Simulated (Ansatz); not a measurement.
## The perfect V wire along [111], 24 atoms a period

Wanted: the relaxed geometry and the bands of the V wire along [111], 24 atoms a period.

Calculated with Ansatz 0.2.0; DFT PBE, plane waves, PAW; relaxation of a wire's period; PAW set soft_1, in the first sound run; inputs show where later runs differ.

## (1) The structure

The cell holds 24 atoms: 24 V. Its edges and angles: a = 17.371 Å, b = 17.786 Å, c = 2.589 Å, α = 90.0°, β = 90.0°, γ = 90.0°. Vacuum lies along a and b. The structure's axis is c.

## (2) The relaxed wire

Band widths follow the bond lengths, so the wire is relaxed first. The atoms and the third cell vector are free; the box across stays fixed as vacuum. A Fermi-Dirac smearing is set since the result may be a metal. The pressure printed is a third of the stress's trace over the whole box, vacuum included; only the stress along the axis is relaxed.

input.yaml

```yaml
crystal:
  lattice:
    - [17.371, 0.0, 0.0]
    - [0.0, 17.786, 0.0]
    - [0.0, 0.0, 2.5894159573]
  atoms:
    - { symbol: V, position: [0.195728513, 0.465683659, 0.0] }
    - { symbol: V, position: [0.317439944, 0.671575212, 0.0] }
    - { symbol: V, position: [0.439151376, 0.465683659, 0.0] }
    - { symbol: V, position: [0.560862807, 0.671575212, 0.0] }
    - { symbol: V, position: [0.195728513, 0.602944694, 0.333333333] }
    - { symbol: V, position: [0.317439944, 0.397053141, 0.333333333] }
    - { symbol: V, position: [0.439151376, 0.191161588, 0.333333333] }
    - { symbol: V, position: [0.439151376, 0.602944694, 0.333333333] }
    - { symbol: V, position: [0.560862807, 0.397053141, 0.333333333] }
    - { symbol: V, position: [0.560862807, 0.808836247, 0.333333333] }
    - { symbol: V, position: [0.682574239, 0.602944694, 0.333333333] }
    - { symbol: V, position: [0.80428567, 0.397053141, 0.333333333] }
    - { symbol: V, position: [0.195728513, 0.328422623, 0.666666667] }
    - { symbol: V, position: [0.317439944, 0.534314176, 0.666666667] }
    - { symbol: V, position: [0.439151376, 0.328422623, 0.666666667] }
    - { symbol: V, position: [0.439151376, 0.74020573, 0.666666667] }
    - { symbol: V, position: [0.560862807, 0.534314176, 0.666666667] }
    - { symbol: V, position: [0.682574239, 0.328422623, 0.666666667] }
    - { symbol: V, position: [0.682574239, 0.74020573, 0.666666667] }
    - { symbol: V, position: [0.80428567, 0.534314176, 0.666666667] }
    - { symbol: V, position: [0.317439944, 0.259792106, 0.0] }
    - { symbol: V, position: [0.560862807, 0.259792106, 0.0] }
    - { symbol: V, position: [0.682574239, 0.465683659, 0.0] }
    - { symbol: V, position: [0.80428567, 0.671575212, 0.0] }
kpoints:
  mp_grid: { grid: [1, 1, 31] }
scf:
  occupations: { method: fermi_dirac, width: 0.05 }
hamiltonian:
  xc: pbe
  pseudopotentials: { kind: paw, azcp: { folder: soft_1 } }
relax:
  cell: { fix: [a, b, alpha, beta, gamma] }
  max_steps: 45
  f_tol: 0.03
```

Launch:

```sh
ansatz run input.yaml --threads 4 --pin off --max-ram 16384MiB --backend cpu --events-out ev --progress --plain --runs-dir out
```

Numbers of over 12 decimals in the logs are rounded to 6 here.

Log:

```text
Engine: ansatz 0.2.0, aarch64-unknown-linux-gnu
Pseudopotentials: kind: paw
Pseudopotential: V, paw, valence charge 13, recommended cutoff 420 eV (normal), soft_1/V.paw.azcp
Functional definition: PBE
  parameter kappa = 0.804
  parameter beta = 0.066725
  exchange = pbe_x(kappa = kappa, mu = beta*pi^2/3)
  correlation = pbe_c(beta = beta)
Crystal: 24 atoms, lattice volume = 800.028 Å³
Basis set: ecut = 420 eV, 15705 PW (Γ), exchange–correlation on 240×240×36 points (8 copies of the dense FFT grid, shifted against one another)
Bands: 188, of which v1, the nominal top of the filled ones, is band 156 counted from 1 (155 counted from 0)
Symmetry: 2 space group operations
Space group: P-1 (ITA 2), of the structure as read, at distance tolerance 9.3e-5 Å
k-points: 16 of 31
Non-local potential: V, projectors of the file, l = 0: 3, l = 1: 2, l = 2: 3, l = 3: 1
PAW form: soft (Blöchl's): semilocal exchange-correlation on the pseudo side does not see the compensation charge
PAW one-centre angular grid: V, 590 points (default); XC on 64 Gauss nodes
Initial density: superposition of atomic densities (neutral atoms: chi_scale 0, normalization atom)
Initial wavefunctions: pseudopotential atomic-orbital guess
Functional: x = pbe(κ = 0.804, μ = 0.219515), c = pbe(β = 0.066725)
SCF iter   1: F=—  HF=-69916.001556 eV  |F-HF|=—  |Δ(HF+E_count)|=         —  Δρ=8.60e-2  dr2=6.73e2  ethr=3.10e-3  ⟨swp⟩=11.1  Hψ=14845  notcnv=0
preconditioner: auto → LDOS  [metal: Δε(μ)=0.014 eV  Ē_g=3.405 eV  σ=0.050 eV  W_gap=0.07  n_scr=136 (ndim 8)  ℏωp=14.4 eV  f_vac=0.461  D(μ)=25.58/eV (n_scr^D=140)  β→1.0]
SCF iter   2: F=—  HF=-69955.216528 eV  |F-HF|=—  |Δ(HF+E_count)|=    3.92e1  Δρ=1.93e-1  dr2=3.08e3  ethr=3.10e-3  ⟨swp⟩=14.9  Hψ=22218  notcnv=0  defer=47  recentre
SCF iter   3: F=—  HF=-69886.507604 eV  |F-HF|=—  |Δ(HF+E_count)|=    6.87e1  Δρ=4.20e-2  dr2=1.76e2  ethr=3.10e-3  ⟨swp⟩=11.0  Hψ=15051  notcnv=0  defer=14
SCF iter   4: F=—  HF=-69881.271883 eV  |F-HF|=—  |Δ(HF+E_count)|=    5.24e0  Δρ=1.67e-2  dr2=1.08e1  ethr=3.10e-3  ⟨swp⟩=7.4  Hψ=7125  notcnv=0  defer=62
SCF iter   5: F=—  HF=-69880.659325 eV  |F-HF|=—  |Δ(HF+E_count)|=   6.13e-1  Δρ=4.53e-3  dr2=2.32e-1  ethr=3.10e-3  ⟨swp⟩=3.1  Hψ=4561  notcnv=0  defer=47
SCF iter   6: F=—  HF=-69880.641031 eV  |F-HF|=—  |Δ(HF+E_count)|=   1.83e-2  Δρ=2.14e-3  dr2=9.30e-2  ethr=7.43e-5  ⟨swp⟩=6.7  Hψ=6386  notcnv=0  defer=46
SCF iter   7: F=—  HF=-69880.641102 eV  |F-HF|=—  |Δ(HF+E_count)|=   7.04e-5  Δρ=1.66e-3  dr2=2.26e-1  ethr=2.98e-5  ⟨swp⟩=3.1  Hψ=4650  notcnv=0  defer=43  recentre
SCF iter   8: F=—  HF=-69880.638339 eV  |F-HF|=—  |Δ(HF+E_count)|=   2.76e-3  Δρ=8.84e-4  dr2=4.10e-2  ethr=2.98e-5  ⟨swp⟩=1.8  Hψ=3121  notcnv=0  defer=40
SCF iter   9: F=—  HF=-69880.638036 eV  |F-HF|=—  |Δ(HF+E_count)|=   3.03e-4  Δρ=2.49e-4  dr2=3.33e-3  ethr=1.31e-5  ⟨swp⟩=1.9  Hψ=3149  notcnv=0  defer=41
SCF iter  10: F=—  HF=-69880.637940 eV  |F-HF|=—  |Δ(HF+E_count)|=   9.60e-5  Δρ=1.15e-4  dr2=3.56e-4  ethr=1.07e-6  ⟨swp⟩=2.1  Hψ=3953  notcnv=0  defer=39
SCF iter  11: F=—  HF=-69880.637945 eV  |F-HF|=—  |Δ(HF+E_count)|=   4.96e-6  Δρ=5.86e-5  dr2=1.42e-4  ethr=1.14e-7  ⟨swp⟩=2.2  Hψ=3867  notcnv=0  defer=38
SCF iter  12: F=—  HF=-69880.637949 eV  |F-HF|=—  |Δ(HF+E_count)|=   4.13e-6  Δρ=2.26e-5  dr2=3.50e-5  ethr=4.55e-8  ⟨swp⟩=1.8  Hψ=3164  notcnv=0  defer=37
SCF iter  13: F=—  HF=-69880.638495 eV  |F-HF|=—  |Δ(HF+E_count)|=   5.46e-4  Δρ=1.19e-5  dr2=5.00e-6  ethr=1.12e-8  ⟨swp⟩=2.0  Hψ=3773  notcnv=0  defer=36
SCF iter  14: F=—  HF=-69880.638495 eV  |F-HF|=—  |Δ(HF+E_count)|=   2.79e-8  Δρ=1.92e-6  dr2=1.04e-7  ethr=1.60e-9  ⟨swp⟩=2.0  Hψ=3843  notcnv=0  defer=36
SCF iter  15: F=-69880.638495 eV  HF=-69880.638495 eV  |F-HF|=9.50e-9  |Δ(HF+E_count)|=   1.28e-8  Δρ=1.10e-6  dr2=1.49e-8  ethr=3.21e-11  ⟨swp⟩=4.9  Hψ=8831  notcnv=0
SCF 1 converged in 15 iterations: F = -69880.638495 eV  dr2 = 1.49e-8
  greatest PAW one-centre occupation: 1.000 electrons in one spin orbital (limit 2), on the V atom at site 16 (counted from 0), in its partial waves of l = 0
relax step   1: F+E_penalty+E_count = -69880.63849506 eV  Δ(F+E_penalty+E_count) = +0.000e0 eV  max|allowed force component| = 1.210e0 eV/Å  Δτ_max = 0.0000 Å  P = -4.029 GPa  Ω = 800.028 Å³  fix = [a, b, alpha, beta, gamma]  reactions: a -3.776, b -3.675 GPa; alpha -0.080, beta -0.145, gamma +0.039 GPa/rad  (15 SCF iters, dr2 threshold 1.00e-7 eV, accepted)
Crystal: 24 atoms, lattice volume = 781.098 Å³
Basis set: ecut = 420 eV, 15325 PW (Γ), exchange–correlation on 240×240×36 points (8 copies of the dense FFT grid, shifted against one another)
Initial density: handed on by an earlier stage of this run
Initial wavefunctions: those handed on with the density
SCF iter   1: F=—  HF=-69882.548322 eV  |F-HF|=—  |Δ(HF+E_count)|=         —  Δρ=2.19e-2  dr2=2.20e1  ethr=3.10e-3  ⟨swp⟩=12.8  Hψ=15442  notcnv=0  defer=3
preconditioner: auto → LDOS  [metal: Δε(μ)=0.002 eV  Ē_g=2.768 eV  σ=0.050 eV  W_gap=0.01  n_scr=136 (ndim 8)  ℏωp=14.6 eV  f_vac=0.505  D(μ)=33.33/eV (n_scr^D=258)  β→1.0]
SCF iter   2: F=—  HF=-69882.341120 eV  |F-HF|=—  |Δ(HF+E_count)|=   2.07e-1  Δρ=1.31e-2  dr2=8.65e0  ethr=3.10e-3  ⟨swp⟩=3.5  Hψ=5076  notcnv=0  defer=87
SCF iter   3: F=—  HF=-69881.674977 eV  |F-HF|=—  |Δ(HF+E_count)|=   6.66e-1  Δρ=1.93e-3  dr2=3.60e-2  ethr=2.77e-3  ⟨swp⟩=2.0  Hψ=4270  notcnv=0  defer=87
SCF iter   4: F=—  HF=-69881.684021 eV  |F-HF|=—  |Δ(HF+E_count)|=   9.04e-3  Δρ=9.54e-4  dr2=1.27e-2  ethr=1.15e-5  ⟨swp⟩=3.9  Hψ=7291  notcnv=0  defer=84
SCF iter   5: F=—  HF=-69881.685407 eV  |F-HF|=—  |Δ(HF+E_count)|=   1.39e-3  Δρ=2.96e-4  dr2=2.41e-3  ethr=4.07e-6  ⟨swp⟩=2.0  Hψ=3894  notcnv=0  defer=84
SCF iter   6: F=—  HF=-69881.686048 eV  |F-HF|=—  |Δ(HF+E_count)|=   6.41e-4  Δρ=1.54e-4  dr2=4.37e-4  ethr=7.73e-7  ⟨swp⟩=2.0  Hψ=3769  notcnv=0  defer=84
SCF iter   7: F=—  HF=-69881.686166 eV  |F-HF|=—  |Δ(HF+E_count)|=   1.18e-4  Δρ=7.69e-5  dr2=8.51e-5  ethr=1.40e-7  ⟨swp⟩=2.0  Hψ=3968  notcnv=0  defer=84
SCF iter   8: F=—  HF=-69881.686178 eV  |F-HF|=—  |Δ(HF+E_count)|=   1.21e-5  Δρ=3.68e-5  dr2=2.77e-5  ethr=2.73e-8  ⟨swp⟩=2.0  Hψ=3886  notcnv=0  defer=84
SCF iter   9: F=—  HF=-69881.686179 eV  |F-HF|=—  |Δ(HF+E_count)|=   5.02e-7  Δρ=1.15e-5  dr2=3.24e-6  ethr=8.89e-9  ⟨swp⟩=2.0  Hψ=3745  notcnv=0  defer=84
SCF iter  10: F=-69881.686179 eV  HF=-69881.686179 eV  |F-HF|=6.80e-8  |Δ(HF+E_count)|=   1.99e-8  Δρ=3.75e-6  dr2=1.85e-7  ethr=7.69e-10  ⟨swp⟩=4.2  Hψ=8304  notcnv=0
SCF 2 converged in 10 iterations: F = -69881.686179 eV  dr2 = 1.85e-7
[...]
relax step   5: F+E_penalty+E_count = -69881.74937050 eV  Δ(F+E_penalty+E_count) = -3.664e-3 eV  max|allowed force component| = 2.639e-2 eV/Å  Δτ_max = 0.0169 Å  P = -0.039 GPa  Ω = 777.001 Å³  energy of the carried Pulay correction = +9.340e-3 eV  fix = [a, b, alpha, beta, gamma]  reactions: a -0.067, b -0.005 GPa; alpha +0.018, beta +0.028, gamma -0.011 GPa/rad  (8 SCF iters, dr2 threshold 2.44e-7 eV, accepted)
Initial wavefunctions: pseudopotential atomic-orbital guess (no wavefunctions were taken with the density)
iter 1 solved again at ethr=1.95e-6 eV; its pass at ethr=3.10e-3 eV (dr2=6.07e-3 eV) is discarded
SCF iter   1: F=—  HF=-69881.739399 eV  |F-HF|=—  |Δ(HF+E_count)|=         —  Δρ=5.11e-5  dr2=3.46e-6  ethr=1.95e-6  ⟨swp⟩=4.4  Hψ=21865  notcnv=0
eigensolver tolerance schedule: the retry pair's looser diagonalisation over-reported the residual by 1751.28 of it (diagonalisation noise at an unbounded share of the residual, at the tolerance the schedule requests for it); recorded, not acted on — ethr = c·dr2/N_el stays at c = 1.0e-1
preconditioner: auto → LDOS  [metal: Δε(μ)=0.005 eV  Ē_g=2.704 eV  σ=0.050 eV  W_gap=0.03  n_scr=136 (ndim 8)  ℏωp=14.6 eV  f_vac=0.499  D(μ)=38.24/eV (n_scr^D=358)  β→1.0]
SCF iter   2: F=—  HF=-69881.739564 eV  |F-HF|=—  |Δ(HF+E_count)|=   1.65e-4  Δρ=4.89e-5  dr2=2.51e-5  ethr=1.11e-9  ⟨swp⟩=3.9  Hψ=7619  notcnv=0
SCF iter   3: F=—  HF=-69881.739560 eV  |F-HF|=—  |Δ(HF+E_count)|=   4.15e-6  Δρ=1.64e-5  dr2=2.85e-6  ethr=1.11e-9  ⟨swp⟩=2.5  Hψ=5707  notcnv=0
SCF iter   4: F=—  HF=-69881.739560 eV  |F-HF|=—  |Δ(HF+E_count)|=   2.88e-7  Δρ=6.34e-6  dr2=3.05e-7  ethr=9.13e-10  ⟨swp⟩=3.1  Hψ=6397  notcnv=0
SCF iter   5: F=—  HF=-69881.739560 eV  |F-HF|=—  |Δ(HF+E_count)|=   4.78e-8  Δρ=2.32e-6  dr2=5.03e-8  ethr=9.78e-11  ⟨swp⟩=2.3  Hψ=4435  notcnv=0
SCF iter   6: F=—  HF=-69881.739560 eV  |F-HF|=—  |Δ(HF+E_count)|=   6.78e-9  Δρ=6.16e-7  dr2=5.36e-9  ethr=1.61e-11  ⟨swp⟩=2.5  Hψ=5136  notcnv=0
SCF iter   7: F=—  HF=-69881.739560 eV  |F-HF|=—  |Δ(HF+E_count)|=   2.11e-9  Δρ=3.45e-7  dr2=1.66e-9  ethr=1.72e-12  ⟨swp⟩=2.1  Hψ=4048  notcnv=0
SCF iter   8: F=-69881.739560 eV  HF=-69881.739560 eV  |F-HF|=2.33e-10  |Δ(HF+E_count)|=  1.60e-10  Δρ=9.62e-8  dr2=1.12e-10  ethr=1.00e-12  ⟨swp⟩=3.6  Hψ=10784  notcnv=0
SCF 6 converged in 8 iterations: F = -69881.739560 eV  dr2 = 1.12e-10
relax step   6: F+E_penalty+E_count = -69881.73955963 eV  Δ(F+E_penalty+E_count) = +9.811e-3 eV  max|allowed force component| = 2.637e-2 eV/Å  Δτ_max = 0.0000 Å  P = -0.030 GPa  Ω = 777.001 Å³  fix = [a, b, alpha, beta, gamma]  reactions: a -0.055, b +0.005 GPa; alpha +0.017, beta +0.028, gamma -0.011 GPa/rad  stress off target by 4.04e-2 GPa on what of the cell is left free  SCF on the basis re-selected at this cell (its energy is not comparable with the rows above)  (8 SCF iters)
basis re-selected at this cell: Δ(F+E_penalty+E_count) = +9.811e-3 eV, ΔP = +0.009 GPa vs the last step (what re-selecting the basis moved, of the pressure what is left beyond the Pulay correction that the steps carried, after the strain that the cell walked since its last selection, with what the two solves' SCF thresholds leave and, on support functions, any second-order correction that the steps lacked; it is no m [...]
SCF converged after 8 iterations
Free energy (F): -69881.739560 eV
Harris-Foulkes:  -69881.739560 eV  (|F-HF|=2.33e-10)
Internal energy: -69881.425216 eV  (E = F + TS)
E sigma→0 (E₀):  -69881.582388 eV
Entropy (-TS):   -0.314344 eV (-13.098 meV/atom)
Fermi energy:    4.660862 eV
--- Per-component energies (eV) ---
  E_band       = -7193.506314
  E_kinetic    = 7099.034994
  E_local      = -226116.348195  (includes V_loc(G=0)·N_el)
  E_nonlocal   = 1992.678620
  E_hartree    = 109211.384709
  E_xc         = -2749.387565
  E_vxc        = -3477.090276  (∫ρ·V_xc dr)
  E_paw        = -27024.425420  (= ΣΔE_a)
  E_vpaw       = -5114.575109  (= ΣTr[D̂ρ^β])
  E_aug_tail   = 0.024839  (compensation charges beyond the density's cutoff)
  E_ewald      = 67705.612801
  E_smearing   = -0.314344  (= −TS)
  E_closure    = 0.000000  (closes the sum)
  Σ components = -69881.739560   (vs F -69881.739560, Δ=0.00e0)
--- Forces (eV/Å), atoms counted from 1 ---
  atom   1  V      0.00132346    -0.00207082     0.00092613
  atom   2  V      0.00034621    -0.00502049    -0.00186066
  atom   3  V      0.01314021     0.00679706     0.00235782
  atom   4  V      0.00733483     0.02565135     0.00350584
  atom   5  V      0.00040959    -0.00328870     0.00642140
  atom   6  V     -0.00772662    -0.00248649     0.01425240
  atom   7  V     -0.00442067     0.00228067     0.00705297
  atom   8  V     -0.00370581     0.00696662     0.00003326
  atom   9  V      0.00370581    -0.00696662    -0.00003326
  atom  10  V      0.00442067    -0.00228067    -0.00705297
  atom  11  V      0.00772662     0.00248649    -0.01425240
  atom  12  V     -0.00040959     0.00328870    -0.00642140
  atom  13  V      0.00618912     0.00078752    -0.00106584
  atom  14  V     -0.02637435     0.00598452    -0.00293480
  atom  15  V     -0.00733483    -0.02565135    -0.00350584
  atom  16  V      0.00288228    -0.00344116     0.00158206
  atom  17  V     -0.01314021    -0.00679706    -0.00235782
  atom  18  V     -0.00034621     0.00502049     0.00186066
  atom  19  V      0.00205058    -0.00191648    -0.00048260
  atom  20  V     -0.00132346     0.00207082    -0.00092613
  atom  21  V     -0.00205058     0.00191648     0.00048260
  atom  22  V     -0.00288228     0.00344116    -0.00158206
  atom  23  V      0.02637435    -0.00598452     0.00293480
  atom  24  V     -0.00618912    -0.00078752     0.00106584
  max |Σ_I F_I| component: 4.34e-18 eV/Å
--- Stress (GPa, compression-positive) ---
       -0.054840       0.011234      -0.027983
        0.011234       0.005162      -0.017488
       -0.027983      -0.017488      -0.040381
  P = ⅓ Tr σ = -0.0300 GPa (-0.300 kbar)
--- Relaxed structure (5 steps of the walk, 5 accepted, 1 SCFs on fresh bases) ---
  F+E_penalty+E_count = -69881.73955963 eV   max|allowed force component| = 2.637e-2 eV/Å   (the final SCF, on the basis selected at the relaxed cell)
  cell:  # Å, volume = 777.0012 Å³
    - [17.371, 0, 0]
    - [0, 17.786, 0]
    - [0, 0, 2.514888]
  atoms:
    - { symbol: V, position: [0.197390, 0.465623, -0.00745074] }
    - { symbol: V, position: [0.316958, 0.669370, -0.032639] }
    - { symbol: V, position: [0.439692, 0.466032, -0.00704053] }
    - { symbol: V, position: [0.559836, 0.670946, 0.022880] }
    - { symbol: V, position: [0.202076, 0.596573, 0.277258] }
    - { symbol: V, position: [0.319341, 0.398211, 0.336176] }
    - { symbol: V, position: [0.436894, 0.199902, 0.277750] }
    - { symbol: V, position: [0.438024, 0.604776, 0.333215] }
    - { symbol: V, position: [0.561976, 0.395224, 0.333451] }
    - { symbol: V, position: [0.563106, 0.800098, 0.388916] }
    - { symbol: V, position: [0.680659, 0.601789, 0.330491] }
    - { symbol: V, position: [0.797924, 0.403427, 0.389408] }
    - { symbol: V, position: [0.204344, 0.333465, 0.708209] }
    - { symbol: V, position: [0.318348, 0.534941, 0.643247] }
    - { symbol: V, position: [0.440164, 0.329054, 0.643786] }
    - { symbol: V, position: [0.441332, 0.739405, 0.698729] }
    - { symbol: V, position: [0.560308, 0.533968, 0.673707] }
    - { symbol: V, position: [0.683042, 0.330630, 0.699306] }
    - { symbol: V, position: [0.681624, 0.738501, 0.673856] }
    - { symbol: V, position: [0.802610, 0.534377, 0.674117] }
    - { symbol: V, position: [0.318376, 0.261499, -0.00718897] }
    - { symbol: V, position: [0.558668, 0.260595, -0.032062] }
    - { symbol: V, position: [0.681652, 0.465059, 0.023420] }
    - { symbol: V, position: [0.795656, 0.666535, -0.041542] }
```

It took 15 min on 4 threads of Arm Neoverse N1, shared host; peak memory 4.2 GiB; 56 min of CPU time.

This run has no spin polarisation, although V can carry a moment.

[end of part 1 of 2]

[Logs are printed without paths, hosts, clocks, repeated set-up lines and the standing remarks that a program may print on its own settings, such as how far it seeks lower states.]

[Hosts, paths, dates, database ids (printed as entryN), source tags and the programs' standing remarks are cut or masked in the printed files.]
